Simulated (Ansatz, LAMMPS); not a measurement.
# Which site? Mg in place of Zn in glassy 45P2O5-55ZnO (mol %) (85 atoms): runs compared

At which site of glassy 45P2O5-55ZnO (mol %) (85 atoms) does Mg in place of Zn cost least, and what about the site decides it?

Computed with Ansatz 0.2.0: Kohn-Sham DFT, r2SCAN, PAW (set soft_2), plane waves.

## 1. The cell as built

The cell holds 85 atoms: 18 P, 11 Zn and 56 O. Cell: a = 10.556 Å, b = 10.556 Å, c = 10.556 Å, α = 90.0°, β = 90.0°, γ = 90.0°. 85 atoms (18 P, 11 Zn, 56 O) placed at random at 3.06 g/cm³, melted at 4000 K for 10 ps at fixed volume with the Morse and Coulomb pair potential with partial charges (Pedone, Malavasi, Menziani, Cormack and Segre, J. Phys. Chem. B 110, 11780 (2006)). Quenched from 4000 K to 300 K at 500 K/ps and fixed volume, held 10 ps at zero pressure, then minimised at fixed cell.

What the set-up can't give: The quench rate of 500 K/ps is many orders above laboratory rates, so the cell is likely richer in defects and strain than a real sample. The network of bonds at the start is that of the classical potential that made the cell, and needn't be the one that DFT or experiment would give. Only the Γ point is sampled, in a cell whose shortest periodic width is 11 Å.

## 2. The reference run

The reference is a single point at the end of the relaxation.

Every defect cell starts from the geometry of this run and is relaxed in the fixed cell.

Its input, with most atom lines left out:

```yaml
crystal:
  lattice:
    - [10.5564, 0.0, 0.0]
    - [0.0, 10.5564, 0.0]
    - [0.0, 0.0, 10.5564]
  atoms:
    - { symbol: P, position: [0.71139, 0.01252, 0.88105] }
    - { symbol: P, position: [0.71334, 0.85962, 0.36944] }
    - { symbol: P, position: [0.13234, 0.11116, 0.92792] }
    - { symbol: P, position: [0.64875, 0.25025, 0.25696] }
    - { symbol: P, position: [0.3898, 0.13538, 0.33921] }
    - { symbol: P, position: [0.20084, 0.47378, 0.80703] }
    - { symbol: P, position: [0.20811, 0.74785, 0.84987] }
    [... atom lines 8 to 85 left out ...]
kpoints:
  mp_grid: { grid: [1, 1, 1] }
hamiltonian:
  xc: r2scan
scf:
  occupations: { method: gaussian, width: 0.025 }
output:
  forces: true
  stress: true
  populations: true
  dos:
    method: { smearing: { sigma: 0.08 } }
    de: 0.1
    projected: { site_lists: { O: [O], P: [P], Zn: [Zn] } }
  eigenvalues: true
  write_density: true
  write_potential: true
  volumetric_format: npy
  elf: true
```

* free energy per atom: -966.1038 eV/atom
* r.m.s. force component: 0.01169 eV/Å
* pressure: -3.82 GPa

Filled and empty levels are parted by 3.80 eV (at Γ alone); a semilocal functional tends to put such gaps too low. In a disordered cell it changes from sample to sample, and tail or defect levels can set it.

## 3. The runs

Each row is one run, on 4 threads of Arm Neoverse V2, shared host. The free energy is the program's total, comparable only between runs with the same functional, potentials and atoms.

```csv
run,atoms,outcome,"ionic steps, all passes",free energy (eV),time,host memory (GiB)
Single point at the start,85,converged,-,-82111.808,35 s,3.3
Relaxation,85,converged,25,-82118.826,11 min,3.2
Single point at the relaxed geometry,85,converged,-,-82118.826,47 s,3.3
"Mg on a site of Zn, site Zn26",85,converged,7,-80722.356,10 min,4.6
"Mg on a site of Zn, site Zn25",85,converged,5,-80722.864,7.7 min,4.6
"Mg on a site of Zn, site Zn21",85,converged,8,-80722.525,11 min,4.6
"Mg on a site of Zn, site Zn24",85,converged,6,-80722.550,9.1 min,4.6
"Mg on a site of Zn, site Zn23",85,converged,7,-80722.590,11 min,4.6
"Mg on a site of Zn, site Zn28",85,converged,6,-80722.700,8.8 min,4.6
```

In some runs the program notes that the exchange-correlation potential is rough where the density is thin and starting moments were not kept.

A closer look about site Zn25, the cheapest one, after relaxation: 11 atoms, nearest first, numbered in the order of the input, with positions taken from that point.

```csv
atom,x,y,z,distance (Å),bonds
Mg25,0.03,-0.08,0.00,0.08,5
O37,0.75,1.64,-0.69,1.93,2
O70,-1.82,0.41,-0.78,2.03,3
O44,-0.46,0.26,1.98,2.04,2
O83,0.48,-1.63,-1.48,2.25,2
O43,1.67,-1.37,1.13,2.43,3
O45,-0.45,-2.64,1.14,2.91,2
P14,-3.14,0.50,0.08,3.18,4
P13,1.04,-2.85,1.19,3.25,4
Zn19,-1.74,0.64,-2.71,3.29,4
P15,1.76,2.73,-0.85,3.35,4
```

The column of bonds counts only the pairs O-P within 2.08 Å, O-Zn within 2.50 Å, O-Mg within 2.42 Å; other neighbours, such as metal atoms beside each other in a compound, aren't counted, and periodic images can show an atom twice.

## 4. The sites compared

All these cells hold the same atoms, so their energies can be compared with no chemical potential.

```csv
site,neighbours,mean distance (Å),atoms within 6 Å,energy over the best site (eV),before relaxation (eV),gain on relaxing (eV)
Zn25,O5,2.14,59,0.00,0.00,0.03
Zn28,O4,1.95,63,0.16,0.18,0.05
Zn23,O4,2.03,67,0.27,0.30,0.05
Zn24,O4,1.99,61,0.31,0.34,0.06
Zn21,O4,1.99,62,0.34,0.36,0.05
Zn26,O3,1.88,62,0.51,0.57,0.09
```

Neighbours are those of the relaxed host within 2.50 Å (O-Zn); other pairs aren't counted.

## 5. Outcome

The cheapest site is Zn25 (5 neighbours, O5); the dearest, Zn26 (3 neighbours, O3), costs 0.51 eV more. By coordination the energies over the best site are 0.51 eV with 3 neighbours, 0.16 to 0.34 eV with 4 neighbours and 0.00 eV with 5 neighbours. Relaxation gains 0.029 to 0.089 eV and leaves the best site the same.

**Limits.** Defects are neutral and interact with their images. The reference ran with gaussian smearing of 0.025 eV, but 6 of the 6 defect cells with fermi-dirac smearing of 0.025 eV, spin polarised. In a disordered cell the relaxation can also rearrange atoms far from the site. In the spin-polarised runs the search for a state of lower energy was switched off. Only 6 of the 11 Zn sites were tried; unless symmetry makes the others alike to these, a cheaper one may exist. The pressure of -3.8 GPa says that the cell would shrink at this level of theory.

The DFT runs together took 69 min of wall time.

[Logs are printed without paths, hosts, clocks, repeated set-up lines and the standing remarks that a program may print on its own settings, such as how far it seeks lower states.]

[Hosts, paths, dates, database ids (printed as entryN), source tags and the programs' standing remarks are cut or masked in the printed files.]
